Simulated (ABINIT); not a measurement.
# BaWO4 (I4_1/a): G0W0 with ABINIT, start to end, part 2 of 2

Wanted: ground state, empty states, screening and self-energy for BaWO4 (I4_1/a).

ABINIT 10.8.3; PBEsol and many-body steps on it, plane waves. Known limits of the many-body steps: not at the basis limit; no spin-orbit coupling; coarse k mesh.

So far. Step 2 (Ground state): The gap is indirect, with the least direct gap 0.03 eV higher. Step 3 (Empty states on the mesh, 2×2×2 mesh, 349 bands): On this mesh the gap is 4.678 eV.

## Step 4: Screening, 2×2×2 mesh, 158 bands, screening to 98 eV

The RPA dielectric matrix is built and inverted for each q.

This step: RPA screening on PBEsol, plane waves, norm-conserving pseudopotentials.

run.abi reads:

```
acell 3*1.0 Angstrom
rprim 
  -2.833365905000 2.833365905000 6.369266870000
  2.833365905000 -2.833365905000 6.369266870000
  2.833365905000 2.833365905000 -6.369266870000
ntypat 3
znucl 56 74 8
natom 12
typat 1 1 2 2 3 3 3 3 3 3 3 3
xred 
  0.250000000000 0.750000000000 0.500000000000
  0.500000000000 0.500000000000 -0.000000000000
  0.750000000000 0.250000000000 0.500000000000
  -0.000000000000 0.000000000000 -0.000000000000
  0.152144770000 0.046891860000 0.356239950000
  0.690651910000 0.795904820000 0.643760050000
  0.059348090000 0.454095180000 0.856239950000
  0.545904820000 0.402144770000 0.605252910000
  0.204095180000 0.847855230000 0.894747090000
  0.953108140000 0.309348090000 0.105252910000
  0.796891860000 0.940651910000 0.394747090000
  0.597855230000 0.203108140000 0.143760050000
pp_dirpath "pseudos"
pseudos "Ba.upf, W.upf, O.upf"
ecut 36
ngkpt 2 2 2
nshiftk 1
shiftk 0 0 0
kptopt 1
chksymbreak 0
istwfk *1
occopt 1
irdwfk 1
optdriver 3
nband 158
ecuteps 3.6
inclvkb 2
awtr 1
symchi 1
indata_prefix "in"
outdata_prefix "out"
tmpdata_prefix "tmp"
gwmem 10
```

Launch:

```sh
$ OMP_NUM_THREADS=1 mpirun -n 4 abinit run.abi > log
```

Numbers of over 12 decimals in the logs are rounded to 6 here.

Log:

```text
.Version 10.8.3 of ABINIT. v10.8.2 released Aug 2026.

 Symmetries : space group I4_1/a (# 88); Bravais tI (body-center tetrag.)
[... echo of the input left out ...]
== DATASET  1 ==================================================================
-   mpi_nproc: 4, omp_nthreads: 1 (-1 if OMP is not activated)

--- !DatasetInfo
iteration_state: {dtset: 1, }
dimensions: {natom: 12, nkpt: 4, mband: 158, nsppol: 1, nspinor: 1, nspden: 1, mpw: 14316, }
cutoff_energies: {ecut:  36.0, pawecutdg:  -1.0, }
electrons: {nelect:   9.60000000E+01, charge:   0.00000000E+00, occopt:   1.00000000E+00, tsmear:   1.00000000E-02, }

 SCREENING: Calculation of the susceptibility and dielectric matrices

 Based on a program developped by R.W. Godby, V. Olevano, G. Onida, and L. Reining.
 Incorporated in ABINIT by V. Olevano, G.-M. Rignanese, and M. Torrent.
.Using double precision arithmetic ; gwpc =  8

[... cell and pseudopotentials left out ...]
--------------------------------------------------------------------------------

 ==== K-mesh for the wavefunctions ====
 Number of points in the irreducible wedge :     4
[... list of points left out ...]
 Together with  8 symmetry operations and time-reversal symmetry
 yields     8 points in the full Brillouin Zone.

 ==== Q-mesh for the screening function ====
 Number of points in the irreducible wedge :     4
[... list of points left out ...]
 Together with  8 symmetry operations and time-reversal symmetry
 yields     8 points in the full Brillouin Zone.

 setmesh: FFT mesh size selected  =   120x  120x  120
          total number of points  =      1728000

 vcoul_init : cutoff-mode = AUXILIARY_FUNCTION
 q-points for optical limit:   1
     1)      0.000010    0.000020    0.000030

- screening: taking advantage of time-reversal symmetry
- Maximum band index for partially occupied states nbvw = 48
- Remaining bands to be divided among processors   nbcw = 110
- Number of bands treated by each node ~27

 Number of electrons calculated from density =   96.0000; Expected =   96.0000
 average of density, n =  0.069554
 r_s =    1.5084
 omega_plasma =   25.4399 [eV]

 calculating chi0 at frequencies [eV] :
  1    0.000000E+00    0.000000E+00
  2    0.000000E+00    2.543991E+01

--------------------------------------------------------------------------------
  q-point number  1        q = ( 0.000000, 0.000000, 0.000000) [r.l.u.]
--------------------------------------------------------------------------------
[... chi0 elements left out ...]
 For q-point:  0.000010 0.000020 0.000030
  dielectric constant =   3.2787
  dielectric constant without local fields =   4.1560

  Average fulfillment of the sum rule on Im[epsilon] for q-point    1 :     49.97  [%]
[... wings left out ...]
  q-point number  2        q = ( 0.500000, 0.000000, 0.000000) [r.l.u.]
--------------------------------------------------------------------------------
[... chi0 elements left out ...]
  Average fulfillment of the sum rule on Im[epsilon] for q-point    2 :     56.08  [%]

 [... 2 further q-points ...]
```

The job ended after 35 min (4 MPI ranks of Arm Neoverse V2, shared host; peak memory 2.9 GiB).

Numbers from this step:

```
ε∞ with local fields, on this mesh, along the program's q direction : 3.279
the same without local fields                                       : 4.156
plasma frequency                                                    : 25.44 eV
plane waves in the screening matrix                                 : 447
```

Local fields lower ε∞ by 21 %. On a Γ-centred mesh this coarse the value itself is usually too large, while a short band sum pulls it down.

## Step 5: Self-energy, 2×2×2 mesh, 158 bands, screening to 98 eV

The self-energy is evaluated for the states that the input lists, and the levels follow from it, in one-shot runs by the linearised quasiparticle equation.

This step: G0W0 on PBEsol, plane waves, norm-conserving pseudopotentials.

run.abi, as its differences from that of step 4:

```diff
@@ -33,8 +33,17 @@
 irdwfk 1
-optdriver 3
+optdriver 4
 nband 158
+gwcalctyp 0
+ecutsigx 36
+symsigma 1
+nkptgw 2
+kptgw 
+  0.0000000000 0.0000000000 0.0000000000
+  0.5000000000 0.5000000000 0.5000000000
+bdgw 
+  47 50
+  47 50
 ecuteps 3.6
-inclvkb 2
-awtr 1
-symchi 1
+irdscr 1
+ppmodel 1
 indata_prefix "in"
@@ -42,2 +51,2 @@
 tmpdata_prefix "tmp"
-gwmem 10
+gwmem 00
```

Log:

```text
.Version 10.8.3 of ABINIT. v10.8.2 released Aug 2026.

 Symmetries : space group I4_1/a (# 88); Bravais tI (body-center tetrag.)
[... echo of the input left out ...]
== DATASET  1 ==================================================================
-   mpi_nproc: 4, omp_nthreads: 1 (-1 if OMP is not activated)

--- !DatasetInfo
iteration_state: {dtset: 1, }
dimensions: {natom: 12, nkpt: 4, mband: 158, nsppol: 1, nspinor: 1, nspden: 1, mpw: 14316, }
cutoff_energies: {ecut:  36.0, pawecutdg:  -1.0, }
electrons: {nelect:   9.60000000E+01, charge:   0.00000000E+00, occopt:   1.00000000E+00, tsmear:   1.00000000E-02, }

 SIGMA: Calculation of the GW corrections

 Based on a program developped by R.W. Godby, V. Olevano, G. Onida, and L. Reining.
 Incorporated in ABINIT by V. Olevano, G.-M. Rignanese, and M. Torrent.
.Using double precision arithmetic ; gwpc =  8

[... cell and pseudopotentials left out ...]
--------------------------------------------------------------------------------

 ==== K-mesh for the wavefunctions ====
 Number of points in the irreducible wedge :     4
[... list of points left out ...]
 Together with  8 symmetry operations and time-reversal symmetry
 yields     8 points in the full Brillouin Zone.

 ==== Q-mesh for screening function ====
 Number of points in the irreducible wedge :     4
[... list of points left out ...]
 Together with  8 symmetry operations and time-reversal symmetry
 yields     8 points in the full Brillouin Zone.

 vcoul_init : cutoff-mode = AUXILIARY_FUNCTION
 q-points for optical limit:   1
     1)      0.000010    0.000020    0.000030
 setmesh: FFT mesh size selected  =   180x  180x  180
          total number of points  =      5832000

 Number of electrons calculated from density =   96.0000; Expected =   96.0000
 average of density, n =  0.069554
 r_s =    1.5084
 omega_plasma =   25.4399 [eV]

 === KS Band Gaps ===
  >>>> For spin  1
   Minimum direct gap =   4.7068 [eV], located at k-point      :   0.0000  0.0000  0.0000
   Fundamental gap    =   4.6777 [eV], Top of valence bands at :   0.0000  0.0000  0.0000
                                       Bottom of conduction at :   0.5000  0.5000  0.5000
 SIGMA fundamental parameters:
 PLASMON POLE MODEL  1
 number of plane-waves for SigmaX                14301
 number of plane-waves for SigmaC and W            447
 number of plane-waves for wavefunctions         14301
 number of bands                                   158
 number of independent spin polarizations            1
 number of spinorial components                      1
 number of k-points in IBZ                           4
 number of q-points in IBZ                           4
 number of symmetry operations                       8
 number of k-points in BZ                            8
 number of q-points in BZ                            8
 number of frequencies for dSigma/dE                 9
 frequency step for dSigma/dE [eV]                0.25
 number of omega for Sigma on real axis              0
 max omega for Sigma on real axis  [eV]           0.00
 zcut for avoiding poles [eV]                     0.10

 EPSILON^-1 parameters (SCR file):
 dimension of the eps^-1 matrix on file            447
 dimension of the eps^-1 matrix used               447
 number of plane-waves for wavefunctions         14301
 number of bands                                   158
 number of q-points in IBZ                           4
 number of frequencies                               2
 number of real frequencies                          1
 number of imag frequencies                          1

 matrix elements of self-energy operator (all in [eV])

 Perturbative Calculation

--- !SelfEnergy_ee
iteration_state: {dtset: 1, }
kpoint     : [   0.000,    0.000,    0.000, ]
spin       : 1
KS_gap     :    4.707
QP_gap     :    7.282
Delta_QP_KS:    2.575
data: !SigmaeeData |
     Band     E0 <VxcDFT>   SigX SigC(E0)      Z dSigC/dE  Sig(E)    E-E0       E
       47   3.229 -19.363 -23.812   4.424   0.786  -0.272 -19.383  -0.020   3.209
       48   3.229 -19.363 -23.812   4.424   0.786  -0.272 -19.383  -0.020   3.209
       49   7.936 -16.613 -10.941  -2.611   0.835  -0.198 -14.058   2.555  10.491
       50   8.165 -16.788 -11.156  -2.530   0.834  -0.198 -14.200   2.588  10.754

--- !SelfEnergy_ee
iteration_state: {dtset: 1, }
kpoint     : [   0.500,    0.500,    0.500, ]
spin       : 1
KS_gap     :    4.780
QP_gap     :    7.259
Delta_QP_KS:    2.479
data: !SigmaeeData |
     Band     E0 <VxcDFT>   SigX SigC(E0)      Z dSigC/dE  Sig(E)    E-E0       E
       47   3.126 -19.190 -23.670   4.427   0.787  -0.271 -19.232  -0.041   3.085
       48   3.126 -19.190 -23.670   4.427   0.787  -0.271 -19.232  -0.041   3.085
       49   7.907 -15.901 -10.434  -2.561   0.839  -0.192 -13.464   2.438  10.344
       50   7.907 -15.901 -10.434  -2.561   0.839  -0.192 -13.464   2.438  10.344

== END DATASET(S) ==============================================================
================================================================================

 -outvars: echo values of variables after computation  --------
           etotal      0.0000000000E+00
            nband         158
             nkpt           4
          spgroup          88
 [... the other variables as echoed above ...]

 Calculation completed.
```

The job ended after 2.4 min (4 MPI ranks; peak memory 4.7 GiB; 9.8 min of CPU time).

Numbers from this step:

```
G0W0 gap on the points computed              : 7.135 eV
starting gap on the mesh                     : 4.678 eV
k of the valence top                         : 0, 0, 0
k of the conduction bottom                   : 0.5, 0.5, 0.5
Z at the valence top                         : 0.786
Z at the conduction bottom                   : 0.839
least direct G0W0 gap on the computed points : 7.259 eV
```

The gap on the mesh goes from 4.68 eV to 7.13 eV, a correction of +2.46 eV.

Limits: finite bands, cutoff and mesh; no spin-orbit coupling; coarse k mesh. v1 is the top filled band, c1 the lowest empty one. The levels before and after the correction (eV, zero at the valence-band top of each column):

|  | conduction bottom | valence top |
| --- | --- | --- |
| Kohn-Sham | 4.68 | 0.00 |
| G0W0 | 7.13 | 0.00 |

|  | level | energy (eV) |
| --- | --- | --- |
| Kohn-Sham | Γ v2-v1 | 0.000 |
| Kohn-Sham | Γ c1 | 4.707 |
| Kohn-Sham | Γ c2 | 4.937 |
| Kohn-Sham | (0.5 0.5 0.5) v2-v1 | -0.103 |
| Kohn-Sham | (0.5 0.5 0.5) c1-c2 | 4.678 |
| G0W0 | Γ v2-v1 | 0.000 |
| G0W0 | Γ c1 | 7.282 |
| G0W0 | Γ c2 | 7.545 |
| G0W0 | (0.5 0.5 0.5) v2-v1 | -0.124 |
| G0W0 | (0.5 0.5 0.5) c1-c2 | 7.135 |

## Step 6: Where the time went

Times are wall times on 4 MPI ranks of Arm Neoverse V2, shared host, good to a factor of about two.

| step | time | share | memory (GiB) |
| --- | --- | --- | --- |
| ground state | 4.1 min | 9 % | 0.96 |
| empty states on the mesh | 5.5 min | 12 % | 0.92 |
| screening | 35 min | 74 % | 2.9 |
| self-energy | 2.4 min | 5 % | 4.7 |

## Step 7: Outcome

| Quantity | Value |
| --- | --- |
| PBEsol gap | 4.68 eV, indirect (only 29 meV under the direct gap) |
| G0W0 gap on the mesh | 7.13 eV |
| GW settings | 2×2×2 mesh, 158 bands, screening to 98 eV, Godby-Needs plasmon pole |
| known limits | not at the basis limit; no spin-orbit coupling; coarse k mesh |

**Reading.** G0W0 moves the gap on the mesh from 4.68 eV to 7.13 eV (+2.46 eV), with Z of 0.79 and 0.84 at the edges. Local fields lower the RPA ε∞ on this mesh from 4.16 to 3.28; a Γ-centred mesh this coarse tends to raise both, most where the direct gap is narrow, while a short band sum lowers them. Only 2 of the mesh's irreducible points were corrected, so a valley elsewhere could overtake. The dearest step here is «screening». Against experiment, by G0W0@PBEsol: the direct gap of 7.26 eV lies +2.00 eV from the measured 5.26 eV (direct, 300 K, 2008). An exciton line or allowed optical edge lies below the quasiparticle gap by the binding energy; a forbidden edge can push the onset above it. The calculation has static nuclei and no excitons; a measured gap holds zero-point and thermal motion, which mostly lowers it. A miss this large is more than these effects usually give: tightly bound excitons can cover part of it, absorption edges can read low, one-shot GW can overshoot, and the runs shown don't tell these apart. Bands and cutoff are finite, so the gap is not at the basis limit. The miss can reach some tenths of an eV and take either sign; the mesh is an error of its own. In the G0W0 run levels were corrected at 2 k points alone, so a gap called «on the mesh» is the least over those, and an edge elsewhere would be missed. The 2×2×2 mesh is coarse for this cell, which bears on the long-range parts of exchange and screening. The many-body steps are scalar-relativistic: spin-orbit coupling is not in them.

[Paths, hosts, dates, memory and timing lines, banners, echoed tables and standing remarks are left out of the program output.]

[Logs are printed without paths, hosts, clocks, repeated set-up lines and the standing remarks that a program may print on its own settings, such as how far it seeks lower states.]

[Runs of the session that timed out or met a known fault of the program may be left out.]

[Hosts, paths, dates, database ids (printed as entryN), source tags and the programs' standing remarks are cut or masked in the printed files.]

[G0W0 gaps are taken among the corrected bands and points alone; a level outside them can change the order at an edge.]

[Where Ansatz stands beside ABINIT at settings called matched, ABINIT's density can come from a denser mesh and the files from another edition; pairs whose starting gaps differed by over 0.03 eV were left out, so agreement reads better than it is.]
